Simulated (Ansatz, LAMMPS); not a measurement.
# Glassy 77SiO2-6B2O3-8CaO-8MgO (mol %) (142 atoms): a single point, part 2 of 2

Aim: energy, forces, charges and density of states of glassy 77SiO2-6B2O3-8CaO-8MgO (mol %) (142 atoms) at a fixed geometry.

Ansatz 0.2.0; Kohn-Sham DFT, r2SCAN, PAW (set soft_2), plane waves.

The cell: 37 Si, 6 B, 4 Ca, 4 Mg and 91 O. The quench rate of 300 K/ps is many orders above laboratory rates. The network of bonds at the start is that of the classical potential that made the cell. The Brillouin zone is sampled at Γ only, in a cell whose shortest periodic width is 12 Å.

So far. Step 3 (Plane-wave single point): Mean Löwdin charges: B +0.70, Ca +1.79, Mg +1.66, O -0.82, Si +1.81 e (they miss 1.3 % of the electrons, so they add up to more than the cell's charge).

**4. Local order**

These statistics describe the geometry on which the runs were made.

Density 2.43 g/cm³, 13.56 Å³ an atom.

g(r), total and by pair (bins of 0.2 Å):

| r (Å) | total | O-O | O-Si | O-B | O-Ca | O-Mg | Si-Si |
| --- | --- | --- | --- | --- | --- | --- | --- |
| 1.30 | 0.40 | 0.00 | 0.00 | 7.40 | 0.00 | 0.00 | 0.00 |
| 1.50 | 0.82 | 0.00 | 1.38 | 6.61 | 0.00 | 0.00 | 0.00 |
| 1.70 | 3.74 | 0.00 | 11.18 | 0.00 | 0.00 | 0.00 | 0.00 |
| 1.90 | 0.04 | 0.00 | 0.00 | 0.00 | 0.00 | 1.10 | 0.00 |
| 2.10 | 0.22 | 0.00 | 0.00 | 0.00 | 0.00 | 5.98 | 0.00 |
| 2.30 | 0.33 | 0.50 | 0.00 | 0.00 | 2.25 | 1.20 | 0.00 |
| 2.50 | 0.94 | 1.91 | 0.00 | 0.23 | 3.01 | 0.66 | 0.00 |
| 2.70 | 1.71 | 3.83 | 0.06 | 0.19 | 0.87 | 0.28 | 0.15 |
| 2.90 | 1.03 | 1.49 | 0.24 | 0.00 | 0.98 | 0.74 | 1.86 |
| 3.10 | 0.90 | 0.65 | 0.65 | 0.29 | 0.90 | 0.21 | 3.46 |
| 3.30 | 0.78 | 0.54 | 0.94 | 0.89 | 0.40 | 0.38 | 1.26 |
| 3.50 | 0.69 | 0.51 | 0.76 | 1.95 | 0.66 | 1.02 | 0.09 |
| 3.70 | 1.07 | 0.64 | 1.48 | 2.38 | 0.30 | 1.22 | 0.74 |
| 3.90 | 1.24 | 0.62 | 2.02 | 2.33 | 0.96 | 0.70 | 0.86 |
| 4.10 | 1.18 | 0.91 | 1.62 | 1.34 | 0.74 | 1.27 | 0.73 |
| 4.30 | 1.04 | 0.81 | 1.34 | 0.84 | 1.25 | 1.71 | 1.09 |
| 4.50 | 0.86 | 0.99 | 0.74 | 0.49 | 1.24 | 1.15 | 0.83 |
| 4.70 | 0.97 | 1.29 | 0.67 | 0.69 | 1.24 | 0.48 | 1.06 |
| 4.90 | 1.02 | 1.37 | 0.73 | 0.47 | 0.88 | 0.70 | 1.11 |
| 5.10 | 1.12 | 1.50 | 0.66 | 0.81 | 1.29 | 0.96 | 1.16 |
| 5.30 | 1.14 | 1.28 | 0.87 | 1.15 | 0.98 | 0.98 | 1.64 |
| 5.50 | 0.93 | 0.80 | 0.99 | 1.06 | 1.04 | 0.98 | 1.23 |
| 5.70 | 0.95 | 0.76 | 1.23 | 0.82 | 0.97 | 0.98 | 0.83 |
| 5.90 | 0.99 | 0.84 | 1.06 | 1.17 | 0.85 | 1.58 | 1.06 |
| 6.10 | 0.96 | 0.90 | 1.07 | 1.32 | 0.85 | 1.19 | 0.63 |

Bonds by pair of elements; cutoffs follow the first minimum of g(r), held within bounds set by covalent radii, and pairs that aren't listed don't count as bonded:

| pair A-B | cutoff (Å) | bonds | mean length (Å) | spread (Å) | shortest (Å) | B about A | A about B |
| --- | --- | --- | --- | --- | --- | --- | --- |
| O-Si | 2.08 | 148 | 1.64 | 0.031 | 1.57 | 1.63 | 4 |
| O-B | 1.83 | 20 | 1.42 | 0.043 | 1.36 | 0.22 | 3.33 |
| O-Ca | 2.83 | 18 | 2.49 | 0.118 | 2.35 | 0.198 | 4.5 |
| O-Mg | 2.73 | 20 | 2.16 | 0.203 | 1.94 | 0.22 | 5 |

The cutoff for O-Ca falls short of the minimum of g(r), so counts run low and odd coordinations can be artefacts.

How many atoms have how many bonded neighbours:

```csv
element,mean,2,3,4,5,6
B,3.33,0,4,2,0,0
Ca,4.5,0,1,1,1,1
Mg,5,0,0,0,4,0
O,2.26,72,14,5,0,0
Si,4,0,0,37,0,0
```

Bond angles, per cent of each kind in bins of 5°:

| angle (°) | O-Si-O | Si-O-Si | O-Mg-O | O-Ca-O | O-B-O |
| --- | --- | --- | --- | --- | --- |
| 55–60 | 0.0 | 0.0 | 0.0 | 2.9 | 0.0 |
| 60–65 | 0.0 | 0.0 | 2.5 | 8.8 | 0.0 |
| 65–70 | 0.0 | 0.0 | 7.5 | 0.0 | 0.0 |
| 70–75 | 0.0 | 0.0 | 7.5 | 2.9 | 0.0 |
| 75–80 | 0.0 | 0.0 | 2.5 | 14.7 | 0.0 |
| 80–85 | 0.0 | 0.0 | 0.0 | 11.8 | 0.0 |
| 85–90 | 0.0 | 0.0 | 7.5 | 17.6 | 0.0 |
| 90–95 | 0.0 | 0.0 | 20.0 | 0.0 | 0.0 |
| 95–100 | 5.4 | 0.0 | 10.0 | 8.8 | 0.0 |
| 100–105 | 24.3 | 0.0 | 7.5 | 2.9 | 0.0 |
| 105–110 | 28.4 | 0.0 | 2.5 | 5.9 | 37.5 |
| 110–115 | 23.4 | 0.0 | 7.5 | 2.9 | 12.5 |
| 115–120 | 9.9 | 3.5 | 0.0 | 0.0 | 29.2 |
| 120–125 | 5.9 | 10.5 | 0.0 | 0.0 | 12.5 |
| 125–130 | 2.2 | 10.5 | 5.0 | 2.9 | 8.3 |
| 130–135 | 0.4 | 5.3 | 0.0 | 2.9 | 0.0 |
| 135–140 | 0.0 | 15.8 | 5.0 | 2.9 | 0.0 |
| 140–145 | 0.0 | 8.8 | 5.0 | 2.9 | 0.0 |
| 145–150 | 0.0 | 3.5 | 0.0 | 0.0 | 0.0 |
| 150–155 | 0.0 | 8.8 | 2.5 | 0.0 | 0.0 |
| 155–160 | 0.0 | 12.3 | 2.5 | 2.9 | 0.0 |
| 160–165 | 0.0 | 10.5 | 0.0 | 0.0 | 0.0 |
| 165–170 | 0.0 | 8.8 | 2.5 | 5.9 | 0.0 |
| 170–175 | 0.0 | 1.8 | 0.0 | 0.0 | 0.0 |
| 175–180 | 0.0 | 0.0 | 2.5 | 0.0 | 0.0 |

Bond angles (no mean is given where the spread exceeds 20°):

```csv
angle,count,mean (°),spread (°)
O-Si-O,222,109,6.8
Si-O-Si,57,144,15.5
O-Mg-O,40,-,-
O-Ca-O,34,-,-
O-B-O,24,115,6.4
```

Oxygen atoms by the number of network formers (Si, P, Ge, B, Al, As, Ga) bound to them:

| network formers bound to O | O atoms | per cent |
| --- | --- | --- |
| 0 | 0 | 0 |
| 1 | 14 | 15.4 |
| 2 | 77 | 84.6 |

Network units: each former by its oxygen neighbours and how many of them bridge to another former:

| former | O neighbours | bridging O | atoms |
| --- | --- | --- | --- |
| Si | 4 | 2 | 1 |
| Si | 4 | 3 | 12 |
| Si | 4 | 4 | 24 |
| B | 3 | 3 | 4 |
| B | 4 | 4 | 2 |

Bond length by coordination (bonds to H left out):

```
element  coordination  atoms  mean bond length (Å)
      B             3      4                  1.40
      B             4      2                  1.46
     Ca             3      1                  2.38
     Ca             4      1                  2.48
     Ca             5      1                  2.54
     Ca             6      1                  2.52
      O             2     72                  1.64
      O             3     14                  1.91
      O             4      5                  2.16
```

Rings of the network by King's shortest-path rule, up to 12 atoms, one path for each pair of neighbours; H, halogens, alkali and alkaline-earth atoms are left out, and the last column divides by all other atoms, bonded or not:

| ring size (atoms) | rings | per network atom |
| --- | --- | --- |
| 6 | 2 | 0.015 |
| 8 | 2 | 0.015 |
| 10 | 9 | 0.067 |
| 12 | 14 | 0.104 |

The O-Si-O angle averages 109° with a spread of 7°. 85 % of the oxygens bridge two formers (Si and B) and 15 % are non-bridging. The commonest Si unit has 4 oxygens, 4 of them shared with other formers (24 of 37 atoms). Rings of 12 atoms are the most common (52 % of those counted); sizes run from 6 to 12, where the search stops.

The surroundings of Si29, which bears the longest force, nearest first, numbered as they follow in the input and with coordinates relative to it.

```csv
atom,x,y,z,distance (Å),bonds,Löwdin charge (e),Fx,Fy,Fz (eV/Å)
Si29,0.00,0.00,0.00,0.00,4,1.70,-2.16,-0.43,4.15
O79,0.95,0.43,-1.20,1.59,4,-0.74,-0.86,-1.47,-1.64
O106,0.49,-1.05,1.17,1.65,2,-0.62,0.61,0.10,-0.91
O67,-0.51,1.45,0.62,1.66,3,-1.11,-0.48,0.06,0.93
O115,-1.52,-0.47,-0.56,1.68,4,-1.09,0.91,0.40,-1.11
Mg50,-1.22,0.38,-2.39,2.71,5,1.65,-1.30,1.16,-1.50
B41,2.18,1.21,-1.26,2.79,4,0.63,0.30,-0.11,0.02
Mg48,-2.53,1.16,0.64,2.86,5,1.64,0.95,-0.13,-0.05
B43,0.59,-1.88,2.29,3.02,3,0.73,-1.90,-0.65,-0.13
O75,0.33,-2.85,-1.34,3.17,3,-1.06,0.10,0.32,-0.89
O80,1.91,2.53,-0.57,3.22,3,-0.74,-0.09,0.76,0.79
O84,3.18,0.52,-0.43,3.25,3,-0.77,0.00,0.43,0.24
Mg49,0.14,2.29,2.33,3.27,5,1.66,0.26,-1.53,0.78
O78,2.13,1.59,2.06,3.36,3,-1.08,0.69,0.23,0.19
```

The column of bonds counts only the pairs O-Si within 2.08 Å, O-B within 1.83 Å, O-Ca within 2.83 Å, O-Mg within 2.73 Å; other neighbours, such as metal atoms beside each other in a compound, aren't counted, and periodic images can show an atom twice.

**5. Summary of results**

| Quantity | Value |
| --- | --- |
| free energy per atom | -644.2202 eV/atom |
| pressure | -5.537 GPa |
| r.m.s. force component | 1.013 eV/Å |
| gap (highest filled to lowest empty level) | 3.135 eV |
| wall time of the 1 DFT run | 55 s |

**Reading.** Filled and empty levels are parted by 3.14 eV (at Γ alone); a semilocal functional tends to put such gaps too low. In a disordered cell it changes from sample to sample, and tail or defect levels can set it. 85 % of the oxygens bridge two formers (Si and B) and 15 % are non-bridging.

What to keep in mind: The force components of 1.0 eV/Å r.m.s. reflect the temperature of the frame as well as the gap between the generating potential and DFT. The pressure of -5.5 GPa is that of one thermal frame, in which the classical model's bond lengths enter as well as the volume, without the kinetic term.

[Logs are printed without paths, hosts, clocks, repeated set-up lines and the standing remarks that a program may print on its own settings, such as how far it seeks lower states.]

[Hosts, paths, dates, database ids (printed as entryN), source tags and the programs' standing remarks are cut or masked in the printed files.]
